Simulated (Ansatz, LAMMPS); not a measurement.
## Convergence of a linear-scaling basis for liquid Mg at 1150 K (73 atoms)

Aim: test how closely localised support functions follow the reference on liquid Mg at 1150 K (73 atoms), and at what cost. A setting counts as converged where the r.m.s. difference of forces stays under 1 % of the r.m.s. force.

Calculated with Ansatz 0.2.0; Kohn-Sham DFT, PBE, PAW (set soft_2), plane waves.

## (1) The structure

The cell holds 73 atoms: 73 Mg. Its edges and angles: a = 12.753 Å, b = 12.753 Å, c = 12.753 Å, α = 90.0°, β = 90.0°, γ = 90.0°. 73 atoms (73 Mg) placed at random at 1.59 g/cm³, melted at 1150 K for 10 ps at fixed volume with the EAM Mg potential (Sun et al., Phys. Rev. B 73, 024116 (2006)). Snapshot at the end of a hold of 10 ps at 1150 K and zero pressure.

Before any run, some limits are plain. The starting topology of bonds comes from the classical model, and needn't be the one that DFT or experiment would give.

## (2) Making the structure

A classical potential supplies the starting structure, since it reaches far longer times than DFT.

This step: classical MD, EAM Mg potential (Sun et al., Phys. Rev. B 73, 024116 (2006)) (LAMMPS 22 Jul 2025 - Update 4).

The input, in.lmp:

```
# melt-quench of Mg73
units metal
atom_style atomic
boundary p p p
region box block 0 12.2852 0 12.2852 0 12.2852
create_box 1 box
mass 1 24.3050   # Mg
create_atoms 1 random 73 767202 NULL overlap 2.12 maxtry 2000
pair_style eam/fs
pair_coeff * * Mg_mm.eam.fs Mg
neigh_modify delay 0 every 1 check yes
thermo_style custom step time temp pe press density
thermo_modify norm yes
timestep 0.002
thermo 100
min_style cg
minimize 1e-4 1e-4 200 2000
reset_timestep 0
velocity all create 1150 767203 mom yes dist gaussian
fix lim all nve/limit 0.05
fix lan all langevin 1150 1150 0.2 767204 zero yes
thermo 500
run 1000 post no
unfix lim
unfix lan
thermo 833
fix md all nvt temp 1150 1150 0.2
run 5000 post no
unfix md
compute msd all msd com yes
thermo 1250
fix md all npt temp 1150 1150 0.2 iso 0 0 2
run 5000 post no
print "== T1150: mean square displacement over the hold $(c_msd[4]:%.2f) A^2"
unfix md
uncompute msd
write_dump all custom T1150.dump id type xs ys zs modify sort id
```

Command:

```console
lmp -in in.lmp -log none -nocite
```

Output:

```text
LAMMPS (22 Jul 2025 - Update 4)
Created orthogonal box = (0 0 0) to (12.2852 12.2852 12.2852)
Created 73 atoms
   Step          Time           Temp          PotEng         Press         Density
         0   0              0             -0.59207626     70772.763      1.5889889
        94   0.188          0             -1.4144591     -21286.982      1.5889889
Loop time of 0.0305983 s on 1 MPI rank(s) for 94 steps with 73 atoms
Minimization stats:
  Stopping criterion = energy tolerance
  Energy initial, next-to-last, final =
    -0.592076262310856   -1.4143411371828  -1.41445905933969
  Force two-norm initial, final = 17.058369 0.18794901
  Iterations, force evaluations = 94 130
   Step          Time           Temp          PotEng         Press         Density
         0   0              1150          -1.4144591     -15121.495      1.5889889
       500   1              1165.9992     -1.2690857      4283.2117      1.5889889
[... 4 lines left out ...]
      1666   3.332          1228.1334     -1.2516756      7269.595       1.5889889
      2499   4.998          1011.0739     -1.2244767      14037.252      1.5889889
      3332   6.664          1175.003      -1.2514276      14131.566      1.5889889
      4165   8.33           1257.1498     -1.2374045      12056.478      1.5889889
      4998   9.996          1265.9033     -1.238779       9363.1376      1.5889889
      5831   11.662         985.27803     -1.2437248      8298.5972      1.5889889
[... 1 line left out ...]
Loop time of 1.11563 s on 1 MPI rank(s) for 5000 steps with 73 atoms
   Step          Time           Temp          PotEng         Press         Density
[... 2 lines left out ...]
      7500   15             1264.916      -1.1982591     -260.31982      1.4848477
      8750   17.5           1003.8491     -1.1801452      7260.6597      1.4924981
     10000   20             1155.6951     -1.2191738      687.98829      1.4569563
     11000   22             1162.707      -1.215479      -4455.8739      1.4203644
Loop time of 1.00897 s on 1 MPI rank(s) for 5000 steps with 73 atoms
== T1150: mean square displacement over the hold 56.50 A^2
```

Run time: 2.5 s. Hardware: 1 thread of Intel Xeon Platinum 8259CL at 2.50GHz (Skylake/Cascade Lake), shared host; peak memory 0.07 GiB.

## (3) Plane-wave single point

This run is the reference for what follows, at a cutoff of 420 eV.

The input, input.yaml:

```yaml
crystal:
  lattice:
    - [12.7533, 0.0, 0.0]
    - [0.0, 12.7533, 0.0]
    - [0.0, 0.0, 12.7533]
  atoms:
    - { symbol: Mg, position: [0.79643, 0.66388, 0.96632] }
    - { symbol: Mg, position: [0.92499, 0.77678, 0.12276] }
    - { symbol: Mg, position: [0.8532, 0.95916, 0.96891] }
    - { symbol: Mg, position: [0.08074, 0.97796, 0.07202] }
    - { symbol: Mg, position: [0.5511, 0.06003, 0.58843] }
    - { symbol: Mg, position: [0.14718, 0.54321, 0.30914] }
    - { symbol: Mg, position: [0.44565, 0.03991, 0.06323] }
    - { symbol: Mg, position: [0.02257, 0.03214, 0.46029] }
    - { symbol: Mg, position: [0.93099, 0.14941, 0.06701] }
    - { symbol: Mg, position: [0.52226, 0.71234, 0.40168] }
    - { symbol: Mg, position: [0.68136, 0.12411, 0.97099] }
    - { symbol: Mg, position: [0.84028, 0.45498, 0.91966] }
    - { symbol: Mg, position: [0.41956, 0.73031, 0.6458] }
    - { symbol: Mg, position: [0.97864, 0.79009, 0.35236] }
    - { symbol: Mg, position: [0.53917, 0.94486, 0.33005] }
    - { symbol: Mg, position: [0.64042, 0.57645, 0.80495] }
    - { symbol: Mg, position: [0.71113, 0.34056, 0.10004] }
    - { symbol: Mg, position: [0.48777, 0.79435, 0.1594] }
    - { symbol: Mg, position: [0.79592, 0.6912, 0.55204] }
    - { symbol: Mg, position: [0.8151, 0.2361, 0.82383] }
    - { symbol: Mg, position: [0.68584, 0.87808, 0.08962] }
    - { symbol: Mg, position: [0.05977, 0.47154, 0.75041] }
    - { symbol: Mg, position: [0.55713, 0.46698, 0.31502] }
    - { symbol: Mg, position: [0.92582, 0.67766, 0.73348] }
    - { symbol: Mg, position: [0.79287, 0.3653, 0.45448] }
    - { symbol: Mg, position: [0.63602, 0.34948, 0.65352] }
    - { symbol: Mg, position: [0.90635, 0.87197, 0.5542] }
    - { symbol: Mg, position: [0.29594, 0.72515, 0.86509] }
    - { symbol: Mg, position: [0.33216, 0.28581, 0.93127] }
    - { symbol: Mg, position: [0.32431, 0.64754, 0.2233] }
    - { symbol: Mg, position: [0.24939, 0.15355, 0.45592] }
    - { symbol: Mg, position: [0.56573, 0.35809, 0.9246] }
    - { symbol: Mg, position: [0.2828, 0.36591, 0.32484] }
    - { symbol: Mg, position: [0.67816, 0.60127, 0.15387] }
    - { symbol: Mg, position: [0.23123, 0.05421, 0.91643] }
    - { symbol: Mg, position: [0.41543, 0.14927, 0.28601] }
    - { symbol: Mg, position: [0.43892, 0.32036, 0.4969] }
    - { symbol: Mg, position: [0.76446, 0.01337, 0.75278] }
    - { symbol: Mg, position: [0.78136, 0.97048, 0.38583] }
    - { symbol: Mg, position: [0.2598, 0.21496, 0.11622] }
    - { symbol: Mg, position: [0.80277, 0.12271, 0.57554] }
    - { symbol: Mg, position: [0.06473, 0.3537, 0.03593] }
    - { symbol: Mg, position: [0.83995, 0.95945, 0.20833] }
    - { symbol: Mg, position: [0.22703, 0.17105, 0.72787] }
    - { symbol: Mg, position: [0.22976, 0.36529, 0.61106] }
    - { symbol: Mg, position: [0.98635, 0.55999, 0.49095] }
    - { symbol: Mg, position: [0.99108, 0.00636, 0.76356] }
    - { symbol: Mg, position: [0.59201, 0.17302, 0.41468] }
    - { symbol: Mg, position: [0.47246, 0.5532, 0.9998] }
    - { symbol: Mg, position: [0.21056, 0.80396, 0.07112] }
    - { symbol: Mg, position: [0.91556, 0.53102, 0.15117] }
    - { symbol: Mg, position: [0.27958, 0.44996, 0.10994] }
    - { symbol: Mg, position: [0.84738, 0.45766, 0.67515] }
    - { symbol: Mg, position: [0.24236, 0.4558, 0.88091] }
    - { symbol: Mg, position: [0.63223, 0.11083, 0.20261] }
    - { symbol: Mg, position: [0.23072, 0.76459, 0.39736] }
    - { symbol: Mg, position: [0.71635, 0.79557, 0.8023] }
    - { symbol: Mg, position: [0.00671, 0.25963, 0.63545] }
    - { symbol: Mg, position: [0.60042, 0.55412, 0.55234] }
    - { symbol: Mg, position: [0.33555, 0.57802, 0.47108] }
    - { symbol: Mg, position: [0.05707, 0.33811, 0.39663] }
    - { symbol: Mg, position: [0.17676, 0.94682, 0.63366] }
    - { symbol: Mg, position: [0.85051, 0.18074, 0.29055] }
    - { symbol: Mg, position: [0.20261, 0.00223, 0.28309] }
    - { symbol: Mg, position: [0.04236, 0.79914, 0.89689] }
    - { symbol: Mg, position: [0.36535, 0.95755, 0.47275] }
    - { symbol: Mg, position: [0.73009, 0.75472, 0.31749] }
    - { symbol: Mg, position: [0.39521, 0.51753, 0.7283] }
    - { symbol: Mg, position: [0.47381, 0.30536, 0.11071] }
    - { symbol: Mg, position: [0.1693, 0.67293, 0.66873] }
    - { symbol: Mg, position: [0.63975, 0.845, 0.56907] }
    - { symbol: Mg, position: [0.79438, 0.56131, 0.39675] }
    - { symbol: Mg, position: [0.08783, 0.58119, 0.98812] }
kpoints:
  mp_grid: { grid: [2, 2, 2] }
hamiltonian:
  xc: pbe
scf:
  occupations: { method: fermi_dirac, width: 0.1 }
output:
  forces: true
  stress: true
  populations: true
  dos:
    method: { smearing: { sigma: 0.08 } }
    de: 0.1
    projected: { site_lists: { Mg: [Mg] } }
  eigenvalues: true
  write_density: true
  write_potential: true
  volumetric_format: npy
```

Command:

```console
ansatz run input.yaml --threads 8 --pin off --max-ram 15872MiB --backend cpu --events-out ev --progress --plain --runs-dir out
```

Output:

```text
Engine: ansatz 0.2.0, x86_64-unknown-linux-gnu
Pseudopotentials: kind: paw
Pseudopotential: Mg, paw, valence charge 10, recommended cutoff 420 eV (normal), Mg.paw.azcp
[... 5 lines on functional and potentials left out ...]
Crystal: 73 atoms, lattice volume = 2074.282 Å³
Basis set: ecut = 420 eV, 40651 PW (Γ), exchange–correlation on 180×180×180 points (8 copies of the dense FFT grid, shifted against one another)
Bands: 438, of which v1, the nominal top of the filled ones, is band 365 counted from 1 (364 counted from 0)
Symmetry: 1 space group operations
Space group: P1 (ITA 1), of the structure as read, at distance tolerance 1.3e-4 Å
k-points: 8
[... 3 lines on functional and potentials left out ...]
Initial density: superposition of atomic densities (neutral atoms: chi_scale 0, normalization atom), corrected by the library's trained network
Initial wavefunctions: pseudopotential atomic-orbital guess
Functional: x = pbe(κ = 0.804, μ = 0.219515), c = pbe(β = 0.066725)
SCF iter   1: F=—  HF=-140415.673047 eV  |F-HF|=—  |Δ(HF+E_count)|=         —  Δρ=1.39e-3  dr2=7.73e-1  ethr=1.77e-3  ⟨swp⟩=9.9  Hψ=15155  notcnv=0  defer=10
preconditioner: auto → LDOS  [metal: Δε(μ)=0.007 eV  Ē_g=4.302 eV  σ=0.100 eV  W_gap=0.02  n_scr=436 (ndim 8)  ℏωp=9.9 eV  f_vac=0.022  D(μ)=38.98/eV (n_scr^D=250)  β→1.0]
SCF iter   2: F=—  HF=-140415.640326 eV  |F-HF|=—  |Δ(HF+E_count)|=   3.27e-2  Δρ=4.94e-4  dr2=1.98e-2  ethr=1.06e-4  ⟨swp⟩=1.0  Hψ=4032  notcnv=0  defer=10
SCF iter   3: F=—  HF=-140415.639644 eV  |F-HF|=—  |Δ(HF+E_count)|=   6.82e-4  Δρ=1.46e-4  dr2=1.30e-3  ethr=2.71e-6  ⟨swp⟩=2.0  Hψ=4058  notcnv=0  defer=10
SCF iter   4: F=—  HF=-140415.639625 eV  |F-HF|=—  |Δ(HF+E_count)|=   1.85e-5  Δρ=3.64e-5  dr2=6.47e-5  ethr=1.78e-7  ⟨swp⟩=2.0  Hψ=5015  notcnv=0  defer=10
SCF iter   5: F=—  HF=-140415.639427 eV  |F-HF|=—  |Δ(HF+E_count)|=   1.98e-4  Δρ=9.74e-6  dr2=3.27e-6  ethr=8.86e-9  ⟨swp⟩=2.0  Hψ=5909  notcnv=0  defer=10
SCF iter   6: F=—  HF=-140415.639427 eV  |F-HF|=—  |Δ(HF+E_count)|=   1.97e-8  Δρ=2.95e-6  dr2=2.33e-7  ethr=4.48e-10  ⟨swp⟩=2.0  Hψ=6391  notcnv=0  defer=10
SCF iter   7: F=-140415.639427 eV  HF=-140415.639427 eV  |F-HF|=3.58e-9  |Δ(HF+E_count)|=   1.64e-8  Δρ=6.84e-7  dr2=1.59e-8  ethr=1.37e-11  ⟨swp⟩=15.5  Hψ=23250  notcnv=0
SCF 1 converged in 7 iterations: F = -140415.639427 eV  dr2 = 1.59e-8
  greatest PAW one-centre occupation: 1.000 electrons in one spin orbital (limit 2), on the Mg atom at site 71 (counted from 0), in its partial waves of l = 0
SCF converged after 7 iterations
Free energy (F): -140415.639427 eV
Harris-Foulkes:  -140415.639427 eV  (|F-HF|=3.58e-9)
Internal energy: -140414.321163 eV  (E = F + TS)
E sigma→0 (E₀):  -140414.980295 eV
Entropy (-TS):   -1.318264 eV (-18.058 meV/atom)
Fermi energy:    3.936579 eV
--- Per-component energies (eV) ---
  E_band       = -27396.263378
  E_kinetic    = 5416.959627
  E_local      = -131568.502206  (includes V_loc(G=0)·N_el)
  E_nonlocal   = 7003.900062
  E_hartree    = 48237.909536
  E_xc         = -2036.530420
  E_vxc        = -2625.963769  (∫ρ·V_xc dr)
  E_paw        = -21370.521831  (= ΣΔE_a)
  E_vpaw       = -2098.460960  (= ΣTr[D̂ρ^β])
  E_aug_tail   = -0.000217  (compensation charges beyond the density's cutoff)
  E_ewald      = -46097.535714
  E_smearing   = -1.318264  (= −TS)
  E_closure    = -0.000000  (closes the sum)
  Σ components = -140415.639427   (vs F -140415.639427, Δ=0.00e0)
--- Forces (eV/Å), atoms counted from 1 ---
  atom   1  Mg     0.25581224     0.50087470    -0.01550188
  atom   2  Mg     0.36210946    -0.45610717    -0.19543873
  atom   3  Mg     0.36797884    -0.38292600    -0.57635793
  atom   4  Mg    -0.55789290     0.17559765     0.26718920
  atom   5  Mg    -0.06551931    -0.06137706     0.79249498
  atom   6  Mg    -0.78153582     0.33934585    -0.19068716
  atom   7  Mg    -0.05208915    -0.05400238     0.01381103
  atom   8  Mg     0.13172509     0.57652893    -0.36119530
  atom   9  Mg    -0.20877846     0.69881028    -0.07253308
  atom  10  Mg    -0.51281501     0.05590101    -0.20729089
  atom  11  Mg    -0.36655507    -0.08401505     0.13416771
  atom  12  Mg     0.28679969    -0.45001602    -0.05964079
  atom  13  Mg     0.14461433     0.44916317    -0.26068280
  atom  14  Mg     0.14058784    -0.14845789    -0.09779602
[...]
atom  72  Mg    -0.55002488    -0.17939094    -1.73710522
  atom  73  Mg    -0.30013366     0.48459903     0.13688851
  max |Σ_I F_I| component: 7.45e-6 eV/Å
--- Stress (GPa, compression-positive) ---
       -1.110399       0.168727      -0.221371
        0.168727      -0.262527      -0.299554
       -0.221371      -0.299554      -0.352100
  P = ⅓ Tr σ = -0.5750 GPa (-5.750 kbar)
--- Band table (eV; the first three rows and the last of 8) ---
  k-point 0: bands = ["-72.5165", "-72.5122", "-72.4999", "-72.4839", [... 422 levels ...], "6.9331", "6.9369", "6.9597", "7.0255", "7.0359", "7.0762", "7.1354", "7.1688", "7.2353", "7.2561", "7.2748", "7.3426"]
[...]
--- Löwdin populations: 73 sites ---
  site symbol       q [e]
     0     Mg      9.4988
     1     Mg      9.5039
     2     Mg      9.4704
[...]
72     Mg      9.4903
  spilling = 0.049686 (of n_electrons = 730.000000)
```

Run time: 2.3 min. Hardware: 8 threads of Intel Xeon Platinum 8259CL at 2.50GHz (Skylake/Cascade Lake), shared host; peak memory 12 GiB.

The program notes that it cut back its work space to fit the memory limit.

Numbers from this run:

```
free energy                             : -140415.6394 eV
free energy per atom                    : -1923.5019 eV/atom
SCF cycles                              : 7
pressure                                : -0.575 GPa
r.m.s. force component                  : 0.457 eV/Å
longest force                           : 2.376 eV/Å
Fermi energy                            : 3.937 eV
levels partly filled by over 2 per cent : 130
spilling of the projection              : 0.04969
```

The r.m.s. force component of 0.46 eV/Å sets the scale for the differences below.

## (4) Support functions low

With localised support functions most steps grow linearly with size, though the diagonalisation grows faster unless the density matrix is cut; this run measures error and cost at this size. The level low gives here a grid of 54×54×54 points and a radius of 4.54 Å.

This step: Kohn-Sham DFT, PBE, PAW (set soft_2), localised support functions (low) (Ansatz 0.2.0).

input.yaml, the sections that differ from step 3:

```yaml
scf:
  occupations: { method: fermi_dirac, width: 0.1 }
  eigensolver: { kind: { support_functions: { accuracy: low } } }
  max_iter: 150
output:
  forces: true
  eigenvalues: true
# crystal, kpoints, hamiltonian: as in step 3
```

Output:

```text
Warning: scf.eigensolver.kind.support_functions: disabling space-group detection — the functions' gradient is summed over unrotated k-points, so no spatial operation reduces the k-mesh or symmetrises the density; time reversal is kept, so that k and −k are solved as one point where they differ and the mesh holds both, and exact exchange and, on two spinor components, a DFT+U term hold to it where the run has them: [...]
settings of this run that can trade accuracy for cost: scf.eigensolver.kind.support_functions; scf.eigensolver.kind.support_functions.accuracy: low [...]
[...]
Crystal: 73 atoms, lattice volume = 2074.282 Å³
Basis set: ecut = 420 eV, 40651 PW (Γ), exchange–correlation on 180×180×180 points (8 copies of the dense FFT grid, shifted against one another)
Bands: 438, of which v1, the nominal top of the filled ones, is band 365 counted from 1 (364 counted from 0)
Symmetry: 1 space group operations
k-points: 8
[...]
Eigensolver: Support functions (low, 54×54×54 points, laid for a spacing of at most 0.246777 Å, radius 4.536028 Å, 1 site without an atom, 1 species' potentials softened for the grid, 1 wholly corrected for its errors in the mean over positions, 1 with the egg-box correction, energy correction by stochastic trace)
[...]
SCF iter   1: F=—  HF=-140339.712307 eV  |F-HF|=—  |Δ(HF+E_count)|=         —  Δρ=1.27e-2  dr2=1.76e1  ethr=1.00e-1
[...]
SCF iter  10: F=—  HF=-140415.634147 eV  |F-HF|=—  |Δ(HF+E_count)|=   4.16e-3  Δρ=7.75e-5  dr2=5.31e-5  ethr=6.67e-8  κ⁻¹=1.1e-6(r=7)
SCF iter  11: F=-140415.637866 eV  HF=-140415.637879 eV  |F-HF|=1.35e-5  |Δ(HF+E_count)|=   3.73e-3  Δρ=3.42e-5  dr2=1.35e-5  ethr=7.27e-9
SCF 1 converged in 11 iterations: F = -140415.672051 eV  dr2 = 1.35e-5
[...]
SCF converged after 11 iterations
Stability not checked: this state was not tested for a lower state beside it, because the mixer in use, unlike msr1, does not test its closes by its own steps (another_mixer; see scf.mixing.algorithm and scf.lower_state_search)
Free energy (F): -140415.672051 eV
[...]
Internal energy: -140414.355786 eV  (E = F + TS)
E sigma→0 (E₀):  -140415.013918 eV
Entropy (-TS):   -1.316265 eV (-18.031 meV/atom)
Fermi energy:    3.936604 eV
[...]
Σ components = -140415.672051   (vs F -140415.672051, Δ=0.00e0)
--- Forces (eV/Å), atoms counted from 1 ---
  atom   1  Mg     0.25586269     0.50080775    -0.01590217
  atom   2  Mg     0.36071796    -0.45498670    -0.19539975
  atom   3  Mg     0.36736408    -0.38243268    -0.57704901
  atom   4  Mg    -0.55867170     0.17556924     0.26695939
[...]
atom  73  Mg    -0.30014167     0.48437379     0.13689290
  max |Σ_I F_I| component: 4.36e-3 eV/Å
--- Band table (eV; the first three rows and the last of 8) ---
[...]
```

Elapsed: 2.8 min, on 8 threads; peak memory 3.2 GiB.

The program notes that the band table was not solved further than the SCF left it, the correction for the support functions is uncertain and it switched symmetry off.

Keys that differ from the reference: support_functions.accuracy = "low" and scf.max_iter = 150.

Forces differ from the reference by 0.61 meV/Å r.m.s., 0.13 % of their size, well within a tolerance of 1 %; the energy by -0.45 meV/atom.

(Continued in part 2 of 2.)

[Long decimals in the printed logs are rounded to 6 places.]

[Logs are printed without paths, hosts, clocks, repeated set-up lines and the standing remarks that a program may print on its own settings, such as how far it seeks lower states.]

[Hosts, paths, dates, database ids (printed as entryN), source tags and the programs' standing remarks are cut or masked in the printed files.]
